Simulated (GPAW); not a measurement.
C on a Si site in ScSi2, C K edge of atom 7, with 3 Si at 1.86 Å (trigonal planar; the defect atom itself). Method: GPAW, PBE, excited-electron core hole (neutral cell), 18-atom cell with 6.3 Å between holes, 4×4×3 k points, dipole transitions, Gaussian full width 0.9 eV up to 4 eV, rising linearly to 3.5 eV at 25 eV.

```xyz
18
Lattice="-5.4900 3.1697 0.0000 -5.4900 -3.1697 0.0000 0.0000 0.0000 7.7400" Properties=species:S:1:pos:R:3 pbc="T T T"
Sc   -5.5467    3.1369    7.7066
Sc   -3.6600    0.0654    7.7066
Sc   -5.5467    3.1369    3.9034
Sc   -7.2633   -0.0327    7.7066
Sc   -3.6600    0.0654    3.9034
Sc   -7.2633   -0.0327    3.9034
C    -9.1500    1.0565    1.9350
Si   -1.8300    1.0566    1.9350
Si   -3.6600   -2.1131    5.8050
Si   -5.4900    1.0566    1.9350
Si   -7.3200   -2.1131    5.8050
Si   -5.4900    1.0565    5.8050
Si   -5.2707   -1.1831    1.9350
Si   -9.1500   -0.8034    1.9350
Si   -5.4919   -1.0555    5.8050
Si   -7.5393    1.9865    1.9350
Si   -3.6600    2.1109    5.8050
Si   -1.8281   -1.0555    5.8050
```

Energy from the lowest empty level; a common scale on which the isotropic spectrum has a mean of 1 over the first 20 eV.

| E (eV) | curve 1 | curve 2 |
| --- | --- | --- |
| -2.0 | 0.00 | 0.00 |
| -1.5 | 0.00 | 0.00 |
| -1.0 | 0.01 | 0.00 |
| -0.5 | 0.20 | 0.06 |
| 0.0 | 0.87 | 0.34 |
| 0.5 | 1.54 | 0.76 |
| 1.0 | 1.85 | 1.49 |
| 1.5 | 1.76 | 2.43 |
| 2.0 | 1.55 | 2.84 |
| 2.5 | 1.33 | 2.89 |
| 3.0 | 1.03 | 2.35 |
| 3.5 | 1.11 | 1.82 |
| 4.0 | 1.52 | 1.24 |
| 4.5 | 1.36 | 1.05 |
| 5.0 | 0.90 | 0.68 |
| 5.5 | 0.69 | 0.48 |
| 6.0 | 0.71 | 0.49 |
| 6.5 | 0.91 | 0.54 |
| 7.0 | 0.99 | 0.63 |
| 7.5 | 0.85 | 0.69 |
| 8.0 | 0.73 | 0.73 |
| 8.5 | 0.73 | 0.81 |
| 9.0 | 0.81 | 0.87 |
| 9.5 | 0.86 | 0.85 |
| 10.0 | 0.96 | 0.76 |
| 10.5 | 1.20 | 0.65 |
| 11.0 | 1.50 | 0.54 |
| 11.5 | 1.62 | 0.50 |
| 12.0 | 1.47 | 0.56 |
| 12.5 | 1.17 | 0.68 |
| 13.0 | 0.88 | 0.81 |
| 13.5 | 0.67 | 0.89 |
| 14.0 | 0.55 | 0.89 |
| 14.5 | 0.53 | 0.84 |
| 15.0 | 0.60 | 0.79 |
| 15.5 | 0.70 | 0.78 |
| 16.0 | 0.80 | 0.77 |
| 16.5 | 0.85 | 0.73 |
| 17.0 | 0.86 | 0.67 |
| 17.5 | 0.85 | 0.62 |
| 18.0 | 0.84 | 0.60 |
| 18.5 | 0.84 | 0.62 |
| 19.0 | 0.86 | 0.65 |
| 19.5 | 0.89 | 0.68 |
| 20.0 | 0.94 | 0.69 |
| 20.5 | 0.99 | 0.69 |
| 21.0 | 1.04 | 0.68 |
| 21.5 | 1.07 | 0.69 |
| 22.0 | 1.07 | 0.70 |
| 22.5 | 1.06 | 0.70 |
| 23.0 | 1.02 | 0.70 |
| 23.5 | 0.99 | 0.67 |
| 24.0 | 0.94 | 0.64 |
| 24.5 | 0.89 | 0.60 |
| 25.0 | 0.83 | 0.56 |
| 25.5 | 0.77 | 0.53 |

Q: The curves are for the electric vector along different Cartesian axes of the cell as given, for this one atom. Which is which?

Curve 1: along x (the other in-plane axis gives the same curve within 3 %), main maxima 1.1 eV (1.86), 4.1 eV (1.55) and 11.5 eV (1.62). Curve 2: along z, main maxima 2.3 eV (2.96), 9.1 eV (0.88) and 13.7 eV (0.90). A K edge sees empty p states on the absorber. Each direction probes the empty orbitals that point along it. In so small a cell the defects form an ordered array, and no site is far from one. The holes are only 6.3 Å apart, so the shape is probably not converged with cell size; no larger cell was run here.

[Banner, clock and machine lines of the logs are left out without a mark of their own.]

[Logs are printed without paths, hosts, clocks, repeated set-up lines and the standing remarks that a program may print on its own settings, such as how far it seeks lower states.]

[Hosts, paths, dates, database ids (printed as entryN), source tags and the programs' standing remarks are cut or masked in the printed files.]

[Lists of maxima count a maximum above −3 eV only where it reaches 4 % of the highest in the window and stands out from its surroundings by 2 % of it (1.5 % where it reaches 55 %); shoulders and weaker maxima are passed over, and of the rest the first, up to two pre-edge ones and the few strongest are named.]
